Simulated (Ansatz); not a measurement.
# Charge trapping in a frame of liquid aqueous KCl from 333 K (171 atoms), part 4 of 4

Aim: add and remove one electron in a frame of liquid aqueous KCl from 333 K (171 atoms), with atoms held and relaxed, and read trapping energy and localisation.

Ansatz 0.2.0; Kohn-Sham DFT, PBEsol, PAW (set soft_2), plane waves.

The cell: 53 O, 106 H, 6 K and 6 Cl. The network of contacts between molecules at the start is that of the classical potential that made the cell. The Brillouin zone is sampled at Γ only, in a cell whose shortest periodic width is 12 Å. The liquid is relaxed first.

So far. Step 7 (An extra electron, levels at the relaxed geometry): An extra electron, levels at the relaxed geometry: the energy stands 2.91 eV above that of the reference. An odd electron should give 1 μB; this run ended with the carrier shared between both spins. Step 8 (Neutral at the geometry of the electron): Neutral at the geometry of the electron: the energy stands 0.0138 eV above that of the reference.

## 9. An extra hole, atoms held

The electron count changes by one with the atoms held: a vertical process, on a uniform background, with spin and a narrow Fermi–Dirac smearing. Its energy against the neutral cell hangs on the program's zero of potential.

input.yaml

```yaml
crystal:
  lattice:
    - [12.48006, 0.0, 0.0]
    - [0.0, 12.48006, 0.0]
    - [0.0, 0.0, 12.48006]
  atoms:
    [... the 171 atom lines of step 4 ...]
total_charge: 1
kpoints:
  mp_grid: { grid: [1, 1, 1] }
hamiltonian:
  xc: pbesol
scf:
  occupations: { method: fermi_dirac, width: 0.01 }
  lower_state_search: "off"
output:
  forces: true
  stress: true
  populations: intrinsic
  dos:
    method: { smearing: { sigma: 0.08 } }
    de: 0.1
    projected: { site_lists: { Cl: [Cl], H: [H], K: [K], O: [O] } }
  eigenvalues: true
  write_density: true
  write_potential: true
  volumetric_format: npy
magnetization:
  spin_polarized: true
  initial_magnetization: 1
```

Command:

```sh
$ ansatz run input.yaml --threads 4 --pin off --max-ram 8192MiB --backend cpu --events-out ev --progress --plain --runs-dir out
```

Numbers of over 12 decimals in the logs are rounded to 6 here.

Log:

```text
[...]
Crystal: 171 atoms, lattice volume = 1943.793 Å³
Basis set: ecut = 420 eV, 37993 PW (Γ), exchange–correlation on 180×180×180 points (8 copies of the dense FFT grid, shifted against one another)
Bands: 431, of which v1, the nominal top of the filled ones, is band 260 counted from 1 (259 counted from 0)
Symmetry: 1 space group operations
[...]
k-points: 1
[...]
Starting moments: Σ|m| = 1 μB on 171 of 171 sites
[...]
SCF iter   1: F=—  HF=-46966.348018 eV  |F-HF|=—  |Δ(HF+E_count)|=         —  Δρ=4.89e-2 (↑4.77e-2 ↓4.89e-2)  dr2=1.95e2  dr2_m=3.87e-1  M=1.000 μB ∫|m|=1.047 μB  β_m=1.00  ethr=3.10e-3  ⟨swp⟩=7.0  Hψ=4356  notcnv=0  defer=198
[...]
SCF iter   2: F=—  HF=-46919.752381 eV  |F-HF|=—  |Δ(HF+E_count)|=         —  Δρ=2.52e-2 (↑2.43e-2 ↓2.52e-2)  dr2=6.11e1  dr2_m=3.08e-1  M=0.050 μB ∫|m|=0.195 μB  β_m=0.30  ethr=3.10e-3  ⟨swp⟩=3.0  Hψ=1544  notcnv=0  defer=326
[...]
SCF iter  13: F=—  HF=-46898.549116 eV  |F-HF|=—  |Δ(HF+E_count)|=   2.88e-2  Δρ=6.07e-3 (↑4.29e-3 ↓6.07e-3)  dr2=3.26e0  dr2_m=2.42e-2  M=0.164 μB ∫|m|=0.213 μB  β_m=0.30  ethr=3.00e-4  ⟨swp⟩=2.0  Hψ=1006  notcnv=0  defer=328
[...]
SCF iter  15: F=—  HF=-46898.582610 eV  |F-HF|=—  |Δ(HF+E_count)|=   1.59e-1  Δρ=5.24e-3 (↑2.04e-3 ↓5.24e-3)  dr2=1.85e0  dr2_m=9.44e-2  M=0.935 μB ∫|m|=0.951 μB  β_m=0.22  ethr=3.00e-4  ⟨swp⟩=2.0  Hψ=1358  notcnv=0  defer=328
[...]
SCF iter  50: F=—  HF=-46898.422405 eV  |F-HF|=—  |Δ(HF+E_count)|=   1.10e-8  Δρ=2.11e-6 (↑4.77e-7 ↓2.11e-6)  dr2=1.27e-7  dr2_m=2.56e-8  M=0.994 μB ∫|m|=1.056 μB  β_m=0.11  ethr=1.93e-11  ⟨swp⟩=24.0  Hψ=7649  notcnv=0
SCF iter  51: F=-46898.422405 eV  HF=-46898.422405 eV  |F-HF|=4.90e-8  |Δ(HF+E_count)|=   2.02e-9  Δρ=1.19e-6 (↑3.76e-7 ↓1.19e-6)  dr2=6.13e-8  dr2_m=7.26e-9  M=0.994 μB ∫|m|=1.056 μB  ethr=1.93e-11  ⟨swp⟩=6.0  Hψ=3236  notcnv=0
SCF 1 converged in 51 iterations: F = -46898.422405 eV  dr2 = 6.13e-8
[...]
SCF converged after 51 iterations
Magnetization: 0.9940 μB (259.9970 up, 259.0030 down)
Absolute magnetization: 1.0557 μB (∫|ρ↑−ρ↓|, with the PAW one-centre terms)
[...]
Per-site moments (μB) at R_I (Å): [(0.00511305, 0.408905), (-6.793592769777363e-5, 0.408905), (8.188469134862015e-5, 0.413859), (0.00123788, 0.412701), (-1.5171930163049814e-5, 0.412701), [...]
Free energy (F): -46898.422405 eV
[...]
Internal energy: -46898.399950 eV  (E = F + TS)
E sigma→0 (E₀):  -46898.411177 eV
Entropy (-TS):   -0.022455 eV (-0.131 meV/atom)
Fermi energy:    -2.223160 eV
[...]
Σ components = -46898.422405   (vs F -46898.422405, Δ=0.00e0)
--- Forces (eV/Å), atoms counted from 1 ---
  atom   1  O     -0.10002240    -0.09537143    -0.02167149
  atom   2  H      0.02313417    -0.01597055     0.01045690
  atom   3  H      0.06119526     0.13008074     0.07682628
  atom   4  O      0.00425426    -0.01187814     0.00176514
[...]
atom 171  Cl    -0.04195430     0.01076195    -0.02134278
  max |Σ_I F_I| component: 1.83e-4 eV/Å
--- Stress (GPa, compression-positive) ---
       -0.059069       0.063392      -0.099049
        0.063392      -0.213505      -0.179982
       -0.099049      -0.179982      -0.335853
  P = ⅓ Tr σ = -0.2028 GPa (-2.028 kbar)
--- Band table (eV) ---
[...]
--- intrinsic populations: 171 sites ---
  site symbol       q [e]    m [muB]
     0      O      6.7374     0.0137
     1      H      0.6316    -0.0004
     2      H      0.6401    -0.0007
[...]
170     Cl      7.5357     0.0705
  spilling = 0.000000 (of n_electrons = 519.000000)
```

Elapsed: 93 s, on 4 threads of Intel Xeon Platinum 8375C at 2.90GHz (Ice Lake), shared host; peak memory 4.5 GiB.

An extra hole, atoms held: the energy stands 2.11 eV above that of the reference, with a moment of 0.99 μB.

The levels nearest the highest filled one (over half full), pooled over k-points and spins:

```csv
level less the highest filled one (eV),occupation
-0.0172,0.907
-0.01,0.825
-0.0016,0.669
0,0.633
5.22,0
5.23,0
6.49,0
6.49,0
```

Spin density in the bc plane at fractional x = 0.186, with atoms of H and O and K and Cl within 0.2 Å of it.

Values in units of 1e-2 e/Å³, 13 rows by 16 columns, each cell a mean:
```
0.0 0.0 0.0 0.0 0.0 0.0 0.0 0.0 0.0 0.0 0.0 0.0 0.0 0.0 0.0 0.0
0.1 0.1 0.0 0.0 0.0 0.0 0.0 0.0 0.0 0.0 0.0 0.0 0.0 0.0 0.0 0.0
0.1 0.1 0.0 0.0 0.0 0.0 0.0 0.0 0.0 0.0 0.0 0.0 0.0 0.0 0.0 0.0
0.0 0.0 0.0 0.0 0.0 0.0 0.0 0.0 0.0 0.0 0.0 0.0 0.0 0.0 0.0 0.0
0.0 0.0 0.8 0.1 0.0 0.0 0.0 0.0 0.0 0.0 0.0 0.0 0.0 0.0 0.0 0.0
0.0 0.0 0.1 0.0 0.0 0.0 0.0 0.0 0.0 0.0 0.0 0.0 0.0 0.0 0.4 0.4
0.0 0.0 0.0 0.0 0.0 0.0 0.0 0.0 0.0 0.1 0.0 0.0 0.1 0.0 0.0 0.0
0.0 0.0 0.4 0.7 0.1 0.0 0.0 0.0 0.0 0.0 0.0 0.3 1.6 0.3 0.0 0.0
0.0 0.0 0.6 1.1 0.1 0.0 0.0 0.0 0.0 0.0 0.0 0.1 0.0 0.0 0.0 0.0
0.0 0.0 0.2 0.9 0.3 0.0 0.0 0.0 0.0 0.0 0.0 0.0 0.0 0.0 0.0 0.0
0.1 0.0 0.0 0.0 0.0 0.0 0.0 0.0 0.0 0.0 0.0 0.0 0.0 0.0 0.0 0.0
0.0 0.0 0.0 0.0 0.0 0.0 0.0 0.0 0.0 0.0 0.0 0.0 0.0 0.0 0.0 0.0
0.0 0.0 0.0 0.0 0.0 0.1 0.1 0.0 0.0 0.0 0.0 0.0 0.0 0.0 0.0 0.0
```
Columns run along b (12.5 Å), rows up along c (12.5 Å). Atoms in or near the plane, at fractional coordinates: H at (0.07, 0.23), O at (0.06, 0.83), H at (0.98, 0.82), H at (0.78, 0.33), H at (0.12, 0.72), H at (0.38, 0.10), H at (0.69, 0.16), K at (0.43, 0.86), Cl at (0.20, 0.33).

## 10. An extra hole, atoms relaxed

The atoms now respond to the charge; the energy gained comes from screening by the atoms, from trapping if the charge localises, and from any strain left in the reference.

Input and log are left out; they have the form of those shown for this kind of step.

The job ended after 9.3 min (4 threads of Intel Xeon Platinum 8375C at 2.90GHz (Ice Lake), shared host; peak memory 4.4 GiB).

The relaxation converged after 11 steps, 0.174 eV below its start, with a largest force component of 0.025 eV/Å.

An extra hole, atoms relaxed: the energy stands 1.93 eV above that of the reference, with a moment of 0.99 μB.

## 11. An extra hole, levels at the relaxed geometry

A single point at the new geometry gives levels and spin density.

input.yaml, the sections that differ from step 9:

```yaml
crystal:
  lattice:
    - [12.48006, 0.0, 0.0]
    - [0.0, 12.48006, 0.0]
    - [0.0, 0.0, 12.48006]
  atoms:
    - { symbol: O, position: [0.92912, 0.27411, 0.83024] }
    - { symbol: H, position: [0.9713, 0.23239, 0.88332] }
    - { symbol: H, position: [0.86371, 0.22977, 0.81893] }
    - { symbol: O, position: [0.33584, 0.49747, 0.55278] }
    - { symbol: H, position: [0.26577, 0.52623, 0.52673] }
    - { symbol: H, position: [0.34699, 0.42567, 0.51725] }
    [... 159 atom lines left out ...]
    - { symbol: Cl, position: [0.05852, 0.14809, 0.00646] }
    - { symbol: Cl, position: [0.17743, 0.20218, 0.32886] }
    - { symbol: Cl, position: [0.36748, 0.76047, 0.8414] }
    - { symbol: Cl, position: [0.76912, 0.11593, 0.74512] }
    - { symbol: Cl, position: [0.44651, 0.84107, 0.42788] }
    - { symbol: Cl, position: [0.91968, 0.754, 0.29012] }
# total_charge, kpoints, hamiltonian, scf, output, magnetization: as in step 9
```

Log:

```text
[...]
Crystal: 171 atoms, lattice volume = 1943.793 Å³
Basis set: ecut = 420 eV, 37993 PW (Γ), exchange–correlation on 180×180×180 points (8 copies of the dense FFT grid, shifted against one another)
Bands: 431, of which v1, the nominal top of the filled ones, is band 260 counted from 1 (259 counted from 0)
Symmetry: 1 space group operations
[...]
k-points: 1
[...]
Starting moments: Σ|m| = 1 μB on 171 of 171 sites
[...]
SCF iter   1: F=—  HF=-46966.161230 eV  |F-HF|=—  |Δ(HF+E_count)|=         —  Δρ=4.88e-2 (↑4.76e-2 ↓4.88e-2)  dr2=1.95e2  dr2_m=3.91e-1  M=1.000 μB ∫|m|=1.047 μB  β_m=1.00  ethr=3.10e-3  ⟨swp⟩=7.0  Hψ=4363  notcnv=0  defer=198
[...]
SCF iter   2: F=—  HF=-46919.725514 eV  |F-HF|=—  |Δ(HF+E_count)|=         —  Δρ=2.53e-2 (↑2.43e-2 ↓2.53e-2)  dr2=6.08e1  dr2_m=3.12e-1  M=0.041 μB ∫|m|=0.194 μB  β_m=0.30  ethr=3.10e-3  ⟨swp⟩=3.0  Hψ=1544  notcnv=0  defer=326
[...]
SCF iter  14: F=—  HF=-46898.632585 eV  |F-HF|=—  |Δ(HF+E_count)|=   7.48e-2  Δρ=4.39e-3 (↑2.46e-3 ↓4.39e-3)  dr2=2.17e0  dr2_m=5.02e-2  M=0.403 μB ∫|m|=0.470 μB  β_m=0.30  ethr=3.04e-4  ⟨swp⟩=1.5  Hψ=993  notcnv=0  defer=328
[...]
SCF iter  16: F=—  HF=-46898.940696 eV  |F-HF|=—  |Δ(HF+E_count)|=   2.17e-1  Δρ=1.07e-2 (↑2.88e-3 ↓1.07e-2)  dr2=5.41e0  dr2_m=3.18e-1  M=0.508 μB ∫|m|=0.621 μB  β_m=0.14  ethr=3.04e-4  ⟨swp⟩=3.0  Hψ=1410  notcnv=0  defer=328
[...]
SCF iter  62: F=-46898.596391 eV  HF=-46898.596391 eV  |F-HF|=6.81e-9  |Δ(HF+E_count)|=  5.82e-11  Δρ=4.09e-7 (↑7.16e-8 ↓4.09e-7)  dr2=8.12e-9  dr2_m=7.82e-10  M=0.991 μB ∫|m|=1.058 μB  β_m=0.05  ethr=1.08e-12  ⟨swp⟩=5.0  Hψ=3046  notcnv=0
SCF iter  63: F=-46898.596391 eV  HF=-46898.596391 eV  |F-HF|=3.71e-10  |Δ(HF+E_count)|=  7.28e-11  Δρ=1.22e-7 (↑5.99e-8 ↓1.22e-7)  dr2=4.76e-10  dr2_m=9.27e-11  M=0.991 μB ∫|m|=1.058 μB  ethr=1.08e-12  ⟨swp⟩=4.5  Hψ=2678  notcnv=0
SCF 1 converged in 63 iterations: F = -46898.596391 eV  dr2 = 4.76e-10
[...]
SCF converged after 63 iterations
Magnetization: 0.9915 μB (259.9957 up, 259.0043 down)
Absolute magnetization: 1.0584 μB (∫|ρ↑−ρ↓|, with the PAW one-centre terms)
[...]
Per-site moments (μB) at R_I (Å): [(0.00633718, 0.409816), (-8.301379786518265e-5, 0.409816), (4.3819775025105794e-5, 0.410954), (0.000117742, 0.412342), (-9.788515473760356e-7, [...]
Free energy (F): -46898.596391 eV
[...]
Internal energy: -46898.578208 eV  (E = F + TS)
E sigma→0 (E₀):  -46898.587300 eV
Entropy (-TS):   -0.018183 eV (-0.106 meV/atom)
Fermi energy:    -2.106621 eV
[...]
Σ components = -46898.596391   (vs F -46898.596391, Δ=0.00e0)
--- Forces (eV/Å), atoms counted from 1 ---
  atom   1  O      0.00670994    -0.00098113     0.00787991
  atom   2  H     -0.00798095     0.00123912    -0.00741897
  atom   3  H      0.00221687    -0.00170014    -0.00012216
  atom   4  O     -0.00024277     0.00298425     0.00072672
[...]
atom 171  Cl    -0.00414486    -0.00477498    -0.00005213
  max |Σ_I F_I| component: 1.29e-5 eV/Å
--- Stress (GPa, compression-positive) ---
       -0.092455       0.114763      -0.072604
        0.114763      -0.158058      -0.131852
       -0.072604      -0.131852      -0.402420
  P = ⅓ Tr σ = -0.2176 GPa (-2.176 kbar)
--- Band table (eV) ---
[...]
--- intrinsic populations: 171 sites ---
  site symbol       q [e]    m [muB]
     0      O      6.7368     0.0168
     1      H      0.6329    -0.0004
     2      H      0.6335    -0.0008
[...]
170     Cl      7.5631     0.0521
  spilling = 0.000000 (of n_electrons = 519.000000)
```

The job ended after 2.2 min (4 threads; peak memory 4.5 GiB).

An extra hole, levels at the relaxed geometry: the energy stands 1.93 eV above that of the reference, with a moment of 0.99 μB.

A closer look about O82, which holds the most spin: 15 atoms, nearest first, numbered in the order of the input, with positions taken from that point.

```csv
atom,x,y,z,distance (Å),intrinsic-atomic-orbital charge (e),moment (μB)
O82,0.00,0.00,0.00,0.00,-0.68,0.10
H84,-0.99,-0.16,0.15,1.01,0.38,0.00
H83,0.04,0.46,-0.91,1.02,0.38,0.00
O58,-0.11,1.44,-2.17,2.60,-0.74,0.01
O142,-2.63,-0.49,0.24,2.69,-0.73,0.00
K160,2.19,-0.25,1.64,2.75,0.84,0.00
H60,-0.76,2.13,-1.86,2.93,0.38,0.00
H143,-2.85,-0.97,-0.63,3.07,0.38,0.00
H59,0.74,1.88,-2.44,3.17,0.38,0.00
H102,3.07,0.42,-1.11,3.29,0.37,0.00
H95,-0.09,-1.00,3.14,3.29,0.38,0.00
H111,2.03,-1.43,-2.17,3.30,0.38,0.00
O109,2.35,-0.49,-2.26,3.30,-0.77,0.01
H144,-3.28,0.27,0.29,3.30,0.37,0.00
O31,-0.73,0.93,3.10,3.32,-0.75,0.01
```

The distance from O82 to O142 changes most, from 2.93 Å in the neutral cell to 2.69 Å.

The levels nearest the highest filled one (over half full), pooled over k-points and spins:

```csv
level less the highest filled one (eV),occupation
-0.0486,0.996
-0.0365,0.986
-0.0138,0.879
0,0.648
0.0064,0.492
5.10,0
5.11,0
6.36,0
```

Spin density in the bc plane at fractional x = 0.189, with atoms of H and O and K and Cl within 0.2 Å of it.

Ten even steps from '0' (-0.18 × 1e-3 e/Å³) to '9' (3.12 × 1e-3 e/Å³), each cell a mean:
```
00000000000000000000000000000000000
00000000000000000000000000000000000
00100000000000000000000000000000000
01100000000000000000000000000000000
01100000000000000000000000000110000
00000000000000000000000000000111000
00000000000000000000000000000000000
00000000000000000000000000000000000
00000000000000000000000000000000000
00000000000000000000000000000000110
00000000000000000000000000000000000
00000000000000000000000000000000000
00000000000000000000000000000000000
00001122100000000000000000132000000
00001599410000000000000001121000000
00001597200000000000000000000000000
00000025621000000100000000000000000
00000136521000000000000000000000000
00000011110000000000000000000000000
20000000000000000000000000000000001
10000000000000000000000000000000000
00000000000000000000000000000000000
00000000000001000000000000000000000
00000000000011100000000000000000000
```
Columns run along b (12.5 Å), rows up along c (12.5 Å). Atoms in or near the plane, at fractional coordinates: H at (0.07, 0.23), O at (0.05, 0.83), H at (0.81, 0.80), H at (0.78, 0.33), H at (0.38, 0.10), H at (0.70, 0.16), K at (0.43, 0.86), Cl at (0.20, 0.33).

## 12. Neutral at the geometry of the hole

The neutral cell at the new geometry gives the energy of that geometry without the charge.

input.yaml

```yaml
crystal:
  lattice:
    - [12.48006, 0.0, 0.0]
    - [0.0, 12.48006, 0.0]
    - [0.0, 0.0, 12.48006]
  atoms:
    [... the 171 atom lines of step 11 ...]
kpoints:
  mp_grid: { grid: [1, 1, 1] }
hamiltonian:
  xc: pbesol
scf:
  occupations: { method: fermi_dirac, width: 0.05 }
output:
  forces: true
  stress: true
  populations: intrinsic
  dos:
    method: { smearing: { sigma: 0.08 } }
    de: 0.1
    projected: { site_lists: { Cl: [Cl], H: [H], K: [K], O: [O] } }
  eigenvalues: true
```

Log:

```text
[...]
Crystal: 171 atoms, lattice volume = 1943.793 Å³
Basis set: ecut = 420 eV, 37993 PW (Γ), exchange–correlation on 180×180×180 points (8 copies of the dense FFT grid, shifted against one another)
Bands: 431, of which v1, the nominal top of the filled ones, is band 260 counted from 1 (259 counted from 0)
Symmetry: 1 space group operations
[...]
k-points: 1
[...]
SCF iter   1: F=—  HF=-46900.513400 eV  |F-HF|=—  |Δ(HF+E_count)|=         —  Δρ=5.65e-3  dr2=5.31e-1  ethr=1.77e-3  ⟨swp⟩=6.0  Hψ=2002  notcnv=0  defer=113
[...]
SCF iter   8: F=—  HF=-46900.308618 eV  |F-HF|=—  |Δ(HF+E_count)|=   3.49e-6  Δρ=8.21e-6  dr2=9.74e-7  ethr=5.43e-10  ⟨swp⟩=3.0  Hψ=530  notcnv=0  defer=164
SCF iter   9: F=-46900.308618 eV  HF=-46900.308618 eV  |F-HF|=3.84e-8  |Δ(HF+E_count)|=   3.03e-7  Δρ=1.65e-6  dr2=5.49e-8  ethr=1.92e-11  ⟨swp⟩=15.0  Hψ=3080  notcnv=0
SCF 1 converged in 9 iterations: F = -46900.308618 eV  dr2 = 5.49e-8
[...]
SCF converged after 9 iterations
Free energy (F): -46900.308618 eV
[...]
Internal energy: -46900.308618 eV  (E = F + TS)
E sigma→0 (E₀):  -46900.308618 eV
Fermi energy:    1.190785 eV
[...]
Σ components = -46900.308618   (vs F -46900.308618, Δ=0.00e0)
--- Forces (eV/Å), atoms counted from 1 ---
  atom   1  O      0.15872716     0.02193493     0.02736349
  atom   2  H     -0.09084349     0.06596428    -0.06787896
  atom   3  H     -0.03279485    -0.09560579    -0.06793275
  atom   4  O     -0.01876620    -0.00097934    -0.00889171
[...]
atom 171  Cl     0.09377373     0.03709996     0.04473090
  max |Σ_I F_I| component: 1.57e-5 eV/Å
--- Stress (GPa, compression-positive) ---
       -0.228659       0.103227      -0.112289
        0.103227      -0.276710      -0.162162
       -0.112289      -0.162162      -0.534551
  P = ⅓ Tr σ = -0.3466 GPa (-3.466 kbar)
--- Band table (eV) ---
[...]
--- intrinsic populations: 171 sites ---
  site symbol       q [e]
     0      O      6.7479
     1      H      0.6360
     2      H      0.6343
[...]
170     Cl      7.6025
  spilling = 0.000000 (of n_electrons = 520.000000)
```

It took 20 s on 4 threads; peak memory 2.7 GiB.

Neutral at the geometry of the hole: the energy stands 0.222 eV above that of the reference.

## 13. Energies and spread of the extra charge

Energies are differences within one cell and functional; the shift is the gain plus the neutral cell's energy at the new geometry, that is how much cheaper the vertical process becomes there. The spread is the participation number of the site moments (1/Σw², over the spin inside atomic spheres), with the atom that holds the largest share and the spin that the spheres hold in all.

```csv
carrier,"charged less neutral, atoms held (eV)",gain on relaxing (eV),"neutral cell at that geometry, less the reference (eV)",shift of the vertical energy (eV),"spread, atoms held","spread, relaxed"
electron,2.918,0.006,0.014,0.020,-,-
hole,2.108,0.174,0.222,0.396,17; Cl169 15 % of 0.43 μB,8; O82 25 % of 0.41 μB
```

## 14. Outcome

The extra electron gains 0.0063 eV as the atoms relax: so small a gain shows no trapping at this level. The cell with the electron keeps a moment of only 0.00 μB where one unpaired electron should give 1 μB: the carrier is shared between both spins, which can hide trapping. The extra hole gains 0.17 eV as the atoms relax, and its spin goes from about 17 to 8 atoms: a partial localisation as the atoms move, with the largest share on O82. The O82–O142 distance goes from 2.93 to 2.69 Å. With the atoms held, the spheres hold only 0.43 of the 0.99 μB, so the spread is read from a small part of the spin. Adding the two vertical energies gives 5.03 eV, against a gap of 4.75 eV in the neutral cell. The zero of the potential cancels in this sum; the excess isn't taken apart here: charging of a small cell, filling of bands on a coarse mesh and the attraction to the background can all enter.

**Limits.** Single energies of charged cells hang on the program's zero of potential. In the spin-polarised runs the search for a state of lower energy was switched off. No distortion was seeded, so a trapped state behind a barrier can't be found. Local and semilocal functionals favour spread-out charges, so trapping can be missed. The reference functional has no dispersion term, which matters for the binding between molecules or layers. Charged cells carry a uniform background, with no correction for images.

The DFT runs together took 27 min of wall time.

[Logs are printed without paths, hosts, clocks, repeated set-up lines and the standing remarks that a program may print on its own settings, such as how far it seeks lower states.]

[Hosts, paths, dates, database ids (printed as entryN), source tags and the programs' standing remarks are cut or masked in the printed files.]
